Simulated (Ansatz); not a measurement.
# VAgAu in the AlB2 type: lattice stability ahead of a resistivity run

The plan: relax VAgAu in the AlB2 type, check its phonons, and, if the lattice is stable, compute its Eliashberg function and ρ(T).

Program: Ansatz 0.2.0. Level of theory: DFT PBE, scalar-relativistic, plane waves, PAW; PAW set soft_1. Results are calculated unless marked as measured.

This is a report of a sequence of runs, with most program output left out.

The structure was built from a prototype and need not be the compound's stable phase.

**1. The structure**

Symmetry: P-6m2, No. 187, hexagonal system. Conventional cell: a = 3.747 Å, b = 3.747 Å, c = 3.935 Å, α = 90.00°, β = 90.00°, γ = 120.00°. Nearest to V lie 6 Au at 2.92 Å and 6 Ag at 2.92 Å. Nearest to Ag lie 3 Au at 2.16 Å and 6 V at 2.92 Å. Nearest to Au lie 3 Ag at 2.16 Å and 6 V at 2.92 Å. Farther neighbours are not listed.

**2. Rough relaxation**

The start is far from rest, so a relaxation with loose thresholds does the first part.

input.yaml

```yaml
crystal:
  lattice:
    - [3.74747, 0.0, 0.0]
    - [-1.87373, 3.2454, 0.0]
    - [0.0, 0.0, 3.93484]
  atoms:
    - { symbol: V, position: [0.0, 0.0, 0.0] }
    - { symbol: Ag, position: [0.33333333, 0.66666667, 0.5] }
    - { symbol: Au, position: [0.66666667, 0.33333333, 0.5] }
kpoints:
  mp_grid: { grid: [6, 6, 6] }
hamiltonian:
  xc: pbe
  pseudopotentials: { kind: paw, azcp: { folder: soft_1 } }
scf:
  occupations: { method: gaussian, width: 0.1 }
output:
  forces: true
  stress: true
  eigenvalues: true
relax:
  adjacent_minimum: "off"
  f_tol: 0.05
  max_steps: 80
  cell: { stress_tol: 0.5 }
```

Command:

```sh
ansatz run input.yaml --threads 4 --pin off --max-ram 12288MiB --backend cpu --events-out ev --progress --plain --runs-dir out
```

Elapsed: 25 s, on 4 threads of Intel Xeon Platinum 8375C at 2.90GHz (Ice Lake), shared host; peak memory 0.48 GiB; 89 s of CPU time.

This run has no spin polarisation, although V can carry a moment.

Step by step:

```
step  energy less that of the first step (eV)  largest force component (eV/Å)  pressure (GPa)  volume (Å³)
   1                                   0.0000                          0.0000           72.59        47.86
   2                                  -2.5193                          0.0000           35.63        52.39
   3                                  -4.1410                          0.0000           15.37        54.61
   4                                  -4.9954                          0.0000            6.08        54.91
   5                                  -5.5934                          0.0000            1.29        54.02
   6                                  -6.0837                          0.0000           -0.64        52.35
   7                                  -6.4906                          0.0000           -0.48        50.29
   8                                  -6.8076                          0.0000            1.60        48.07
   9                                  -6.8242                          0.0000            6.86        46.19
  10                                  -6.8921                          0.0000           -0.25        47.84
  11                                  -6.8927                          0.0000            0.02        47.81
 12*                                  -7.0368                          0.0000            4.56        47.81
  13                                  -7.0663                          0.0000            1.31        48.80
  14                                  -7.0692                          0.0000           -0.08        49.28
 15*                                  -7.0701                          0.0000           -0.08        49.28
```

Relaxation steps marked * repeat the geometry before them on a plane-wave basis chosen anew for their cell, so energy and pressure can jump there.

Forces are held to the 12 operations that the run works with; a distortion that breaks them can't arise in this run.

| cell as run | before | after | change |
| --- | --- | --- | --- |
| a (Å) | 3.747 | 4.624 | +23.4 % |
| b (Å) | 3.747 | 4.624 | +23.4 % |
| c (Å) | 3.935 | 2.661 | -32.4 % |
| volume (Å³/atom) | 15.95 | 16.43 | +3.0 % |

Final coordinates:

```xyz
3
Lattice="4.6239 0.0000 0.0000 -2.3119 4.0044 0.0000 0.0000 0.0000 2.6613" Properties=species:S:1:pos:R:3 pbc="T T T"
V     0.0000    0.0000    0.0000
Ag    0.0000    2.6696    1.3306
Au    2.3119    1.3348    1.3306
```

This step gave:

| Quantity | Value |
| --- | --- |
| pressure | -0.08258 GPa |
| volume per atom | 16.43 Å³/atom |
| metallic on mesh | yes |
| gap on the k-mesh | 0 eV |

The largest force is now zero by symmetry and the largest stress component 0.11 GPa.

**3. Relaxation**

The structure is brought to rest under this functional.

input.yaml, the sections that differ from step 2:

```yaml
crystal:
  lattice:
    - [4.6238853031, -3.5619e-06, 0.0]
    - [-2.3119395669, 4.0044039176, 0.0]
    - [0.0, 0.0, 2.6612907646]
  atoms:
    - { symbol: V, position: [0.0, 0.0, 0.0] }
    - { symbol: Ag, position: [0.3333333333, 0.6666666667, 0.5] }
    - { symbol: Au, position: [0.6666666667, 0.3333333333, 0.5] }
kpoints:
  mp_grid: { grid: [9, 9, 12] }
relax:
  adjacent_minimum: "off"
  f_tol: 0.005
  max_steps: 80
  cell: { stress_tol: 0.05 }
# hamiltonian, scf, output: as in step 2
```

Wall time 15 s (4 threads); peak memory 0.57 GiB; 59 s of CPU time.

Relaxation path:

```csv
step,energy less that of the first step (eV),largest force component (eV/Å),pressure (GPa),volume (Å³)
1,0.0000,0.0000,0.23,49.28
2,-0.0005,0.0000,-0.11,49.37
3,-0.0007,0.0000,0.00,49.33
4,-0.0007,0.0000,0.00,49.33
```

The log counts 1 steps on a newly chosen plane-wave basis, not all of them marked here; energy and pressure can jump at such steps.

```
conventional cell, symmetrised  before  after  change
                         a (Å)   4.624  4.618  -0.1 %
                         b (Å)   4.624  4.618  -0.1 %
                         c (Å)   2.661  2.671  +0.4 %
              volume (Å³/atom)   16.43  16.44  +0.1 %
```

Final coordinates:

```
V Ag Au
1.0
     4.61849    0.00000    0.00000
    -2.30924    3.99973    0.00000
     0.00000    0.00000    2.67067
V Ag Au
1 1 1
Direct
  0.00000 0.00000 0.00000
  0.33333 0.66667 0.50000
  0.66667 0.33333 0.50000
```

This step gave:

- pressure: 7.11e-4 GPa
- volume per atom: 16.44 Å³/atom

The largest force is now zero by symmetry and the largest stress component 0.0083 GPa.

**4. Relaxing tightly for phonons**

No force is left; the cell is relaxed once more with another smearing and tight thresholds.

input.yaml, the sections that differ from step 3:

```yaml
crystal:
  lattice:
    - [4.6184904946, -3.5577e-06, 0.0]
    - [-2.3092421662, 3.9997318743, 0.0]
    - [0.0, 0.0, 2.6706668099]
  atoms:
    - { symbol: V, position: [0.0, 0.0, 0.0] }
    - { symbol: Ag, position: [0.3333333333, 0.6666666667, 0.5] }
    - { symbol: Au, position: [0.6666666667, 0.3333333333, 0.5] }
kpoints:
  mp_grid: { grid: [6, 6, 12] }
scf:
  occupations: { method: methfessel_paxton, width: 0.2 }
relax:
  adjacent_minimum: "off"
  f_tol: 0.001
  max_steps: 60
  cell: { stress_tol: 0.01 }
# hamiltonian, output: as in step 3
```

The job ended after 11 s (4 threads; peak memory 0.53 GiB).

Little changed from the start: no atom moved by 0.005 Å and no cell edge by 0.1 %.

Numbers from this step:

| Item | Value |
| --- | --- |
| pressure | 6.03e-4 GPa |
| volume per atom | 16.43 Å³/atom |

The largest force is now zero by symmetry and the largest stress component 0.0022 GPa, small enough for phonons.

**5. Lattice stability: q 2×2×2, k 4×4×6**

Couplings are defined for a stable lattice alone, so phonons come first.

input.yaml

```yaml
crystal:
  lattice:
    - [4.6164598145, -3.5562e-06, 0.0]
    - [-2.3082268275, 3.997973253, 0.0]
    - [0.0, 0.0, 2.6709826869]
  atoms:
    - { symbol: V, position: [0.0, 0.0, 0.0] }
    - { symbol: Ag, position: [0.3333333333, 0.6666666667, 0.5] }
    - { symbol: Au, position: [0.6666666667, 0.3333333333, 0.5] }
kpoints:
  mp_grid: { grid: [4, 4, 6] }
hamiltonian:
  xc: pbe
  pseudopotentials: { kind: paw, azcp: { folder: soft_1 } }
scf:
  occupations: { method: methfessel_paxton, width: 0.2 }
output:
  eigenvalues: true
phonons:
  method: dfpt
  qmesh: [2, 2, 2]
  temperatures: { t_max: 1000, t_step: 50 }
  qpath:
    path:
      - [[0.0, 0.0, 0.0], [0.5, 0.0, 0.0], [0.33333333, 0.33333333, 0.0], [0.0, 0.0, 0.0], [0.0, 0.0, 0.5], [0.5, 0.0, 0.5], [0.33333333, 0.33333333, 0.5], [0.0, 0.0, 0.5]]
      - [[0.5, 0.0, 0.5], [0.5, 0.0, 0.0]]
      - [[0.33333333, 0.33333333, 0.5], [0.33333333, 0.33333333, 0.0]]
    npoints: 10
```

It took 35 s on 4 threads; peak memory 0.65 GiB.

Numbers from this step:

| Quantity | Value |
| --- | --- |
| share of imaginary modes in the plain interpolation between solved wavevectors | 0.0583 |
| highest frequency, solved or plainly interpolated | 231.1 cm⁻¹ |

Solved on the 2×2×2 mesh alone; all other wavevectors are interpolated. Phonon branches along the path, in cm⁻¹:

```csv
point,branch 1,branch 2,branch 3,branch 4,branch 5,branch 6,branch 7,branch 8,branch 9
Γ,0,0,0,30,121,155,155,195,195
halfway,24,33,38,81,118,146,148,192,202
M,24,46,51,106,114,144,156,180,206
halfway,29,45,47,111,114,138,159,183,204
K,35,43,44,113,117,133,162,186,201
halfway,28,34,41,91,118,144,148,192,202
Γ,0,0,0,30,121,155,155,195,195
halfway,36,36,73,139,163,182,182,198,198
A,-21,34,34,181,181,193,223,227,227
halfway,-109,30,73,175,184,194,214,219,231
L,-153,26,103,165,186,193,210,211,231
halfway,-157,28,107,160,188,192,207,215,230
H,-162,30,113,155,190,192,205,217,228
halfway,-122,30,80,172,185,194,212,218,230
A,-21,34,34,181,181,193,223,227,227
jump to L,-153,26,103,165,186,193,210,211,231
halfway,-74,41,105,139,156,170,172,195,204
M,24,46,51,106,114,144,156,180,206
jump to H,-162,30,113,155,190,192,205,217,228
halfway,-83,39,116,138,152,155,192,195,196
K,35,43,44,113,117,133,162,186,201
```

Lowest modes at the softest wavevector of the mesh. The modes at q = (0.000, 0.500, 0.500) (shares of kinetic energy by element, %) (negative means imaginary):

```
mode  frequency (cm⁻¹)  V %  Ag %  Au %
   1            -153.0  100     0     0
   2              25.5    0    33    67
   3             102.6    0    16    84
   4             165.1    0    83    16
   5             185.7    0    67    33
   6             192.8    8     0    91
```

Displacements in mode 1 (-153.0 cm⁻¹), the largest set to 1, in the home cell:
```
V1  0.00 0.00 1.00
Ag2 0.00 0.04 0.00
Au3 0.00 0.00 0.00
```

Displacements in mode 6 (192.8 cm⁻¹), the largest set to 1, in the home cell:
```
V1   0.00 -0.60  0.00
Ag2  0.00  0.00 -0.07
Au3  0.00  0.00 -1.00
```

Among the solved wavevectors the lowest mode, translations apart, is -153 cm⁻¹, imaginary.

**6. Lattice stability: q 3×3×3, k 6×6×9**

An imaginary mode on so few k-points may come from the sampling, so the phonons are repeated with another q and k mesh.

Changes to input.yaml since step 5:

```diff
@@ -10,3 +10,3 @@
 kpoints:
-  mp_grid: { grid: [4, 4, 6] }
+  mp_grid: { grid: [6, 6, 9] }
 hamiltonian:
@@ -20,3 +20,3 @@
   method: dfpt
-  qmesh: [2, 2, 2]
+  qmesh: [3, 3, 3]
   temperatures: { t_max: 1000, t_step: 50 }
```

It took 3.8 min on 4 threads; peak memory 1.5 GiB; 14 min of CPU time.

Numbers from this step:

```yaml
share_of_imaginary_modes_in_the_plain_interpolation_between_solved_wavevectors: 0.0183
highest_frequency_solved_or_plainly_interpolated: 223.3 cm⁻¹
```

Solved on the 3×3×3 mesh alone; all other wavevectors are interpolated. Phonon branches along the path, in cm⁻¹:

```
    point  branch 1  branch 2  branch 3  branch 4  branch 5  branch 6  branch 7  branch 8  branch 9
        Γ       -14         0         0         0       113       149       149       194       194
  halfway        -5        25        36        81       108       143       144       190       200
        M        12        41        50       100       106       143       157       179       205
  halfway        21        40        45        98       111       138       162       184       204
        K        28        38        42        95       116       133       168       189       201
  halfway        10        27        38        91       107       141       146       190       200
        Γ       -14         0         0         0       113       149       149       194       194
  halfway        31        31       115       136       159       167       167       189       189
        A        29        29       128       181       181       190       190       190       221
  halfway        29        70        84       174       179       183       184       194       223
        L       -48        27       101       165       174       180       185       196       223
  halfway       -60        34       105       159       174       181       188       197       222
        H       -70        36       110       154       175       181       189       199       221
  halfway        28        69        78       171       177       183       185       195       223
        A        29        29       128       181       181       190       190       190       221
jump to L       -48        27       101       165       174       180       185       196       223
  halfway        40        60       104       136       150       160       169       181       198
        M        12        41        50       100       106       143       157       179       205
jump to H       -70        36       110       154       175       181       189       199       221
  halfway        25        55       115       136       147       151       177       187       195
        K        28        38        42        95       116       133       168       189       201
```

Lowest modes at the softest wavevector of the mesh. The modes at q = (-0.333, -0.333, -0.333) (shares of kinetic energy by element, %) (negative means imaginary):

| mode | frequency (cm⁻¹) | V % | Ag % | Au % |
| --- | --- | --- | --- | --- |
| 1 | -41.6 | 81 | 10 | 9 |
| 2 | 41.8 | 18 | 24 | 58 |
| 3 | 112.8 | 0 | 0 | 100 |
| 4 | 151.3 | 15 | 84 | 1 |
| 5 | 164.0 | 9 | 4 | 87 |
| 6 | 168.8 | 78 | 22 | 0 |

Displacements in mode 1 (-41.6 cm⁻¹), the largest set to 1, in the home cell (x, y, z of the real part, then of the imaginary part):
```
V1   0.00  0.00  1.00  0.00  0.00  0.00
Ag2  0.08  0.15  0.00 -0.15  0.08  0.00
Au3 -0.06 -0.10  0.00 -0.10  0.06  0.00
```

Displacements in mode 6 (168.8 cm⁻¹), the largest set to 1, in the home cell (x, y, z of the real part, then of the imaginary part):
```
V1   0.50  0.87  0.00  0.87 -0.50  0.00
Ag2  0.00  0.00  0.52  0.00  0.00  0.00
Au3 -0.01 -0.03  0.00  0.03 -0.01  0.00
```

The modes has structure finer than the step of the table below, so its rows give means over 10 cm⁻¹, whole bins alone (the curve runs from -79.3 to 239 cm⁻¹). Peaks (cm⁻¹: height): Ag 35.0: 0.0227, 101.1: 0.0120, 125.2: 0.0122, 187.3: 0.0598, 219.4: 0.0179; Au 35.0: 0.0431, 59.0: 0.0165, 85.1: 0.0210, 109.1: 0.0390, 131.2: 0.0154, 149.2: 0.0183, 193.3: 0.0302; V 99.1: 0.0178, 147.2: 0.0351, 161.2: 0.0365, 173.3: 0.0399, 185.3: 0.0413.

Phonopy on the run's constants, 15x15x21 mesh, Gaussian sigma 2.3 cm⁻¹. Table of modes by wavenumber; means over each step; values in 1/cm⁻¹/cell:

```csv
wavenumber (cm⁻¹),Ag,Au,V
-70,3.1e-5,1.5e-5,5.4e-4
-60,1.3e-4,7.7e-5,0.00208
-50,1.6e-4,1.1e-4,0.00270
-40,2.8e-4,2.5e-4,0.00381
-30,1.6e-4,1.7e-4,0.00161
-20,3.0e-4,3.4e-4,0.00199
-10,4.8e-4,5.0e-4,4.6e-4
0,2.8e-4,3.9e-4,2.6e-4
10,9.9e-4,0.00166,5.5e-4
20,0.00275,0.00491,0.00217
30,0.0162,0.0314,0.00318
40,0.0198,0.0352,0.00463
50,0.00800,0.0106,0.00529
60,0.00449,0.0120,0.00641
70,0.00748,0.00606,0.00872
80,0.00379,0.0113,0.0108
90,0.00550,0.0159,0.0142
100,0.0100,0.0242,0.0172
110,0.00583,0.0293,0.0126
120,0.00421,0.00216,0.00349
130,0.00538,0.00885,0.00173
140,0.00712,0.00326,0.0158
150,0.0139,0.0121,0.0311
160,0.0208,0.0111,0.0327
170,0.0192,0.0134,0.0357
180,0.0325,0.0174,0.0382
190,0.0509,0.0280,0.0278
200,0.0338,0.0171,0.0104
210,0.0105,0.00141,0.00196
220,0.0140,7.0e-4,0.00158
230,0.00106,5.4e-5,1.2e-4
```

No LO-TO term; unit eigenvectors of the mass-weighted matrix. Modes at Γ, with each element's share of the kinetic energy (negative means imaginary):

```csv
mode,frequency (cm⁻¹),symmetry,V %,Ag %,Au %
1,-14.3,A2'',1,60,39
2,0.0,unnamed,14,30,55
3,0.0,unnamed,14,30,55
4,0.0,unnamed,14,30,55
5,112.9,A2'',85,10,5
6,148.6,E',80,0,20
7,148.6,E',80,0,20
8,193.7,E',6,70,25
9,193.7,E',6,70,25
```

Displacements in mode 1 (-14.3 cm⁻¹), the largest set to 1:
```
V1   0.00  0.00  0.20
Ag2  0.00  0.00  1.00
Au3  0.00  0.00 -0.60
```

Displacements in mode 8 (193.7 cm⁻¹), the largest set to 1:
```
V1   0.00 -0.42  0.00
Ag2  0.00  1.00  0.00
Au3  0.00 -0.44  0.00
```

Among the solved wavevectors the lowest mode, translations apart, is -41.6 cm⁻¹, imaginary.

**7. Outcome**

```yaml
phonon_run_of_the_rows_without_a_label_of_their_own: PBE, q 3×3×3, k 6×6×9
softest_mode_on_the_q_mesh: -41.6 cm⁻¹ at q = (-0.333, -0.333, -0.333)
highest_frequency_solved_or_plainly_interpolated: 223 cm⁻¹
```

In words: The lattice is dynamically unstable at this level: a mode at q = (-0.333, -0.333, -0.333) is imaginary, 41.6i cm⁻¹, so no harmonic coupling constant or resistivity is defined for this structure. These meshes are coarse, and single modes of a metal can move by tens of cm⁻¹ with the k mesh. The coarser mesh found an imaginary mode at another wavevector, which this mesh lacks. Spin–orbit coupling, left out here, matters for Au. The phonon runs are not spin-polarised. The structure was built by hand as an ordered model, and its stability against other phases was not tested.

[Logs are printed without paths, hosts, clocks, repeated set-up lines and the standing remarks that a program may print on its own settings, such as how far it seeks lower states.]

[Hosts, paths, dates, database ids (printed as entryN), source tags and the programs' standing remarks are cut or masked in the printed files.]
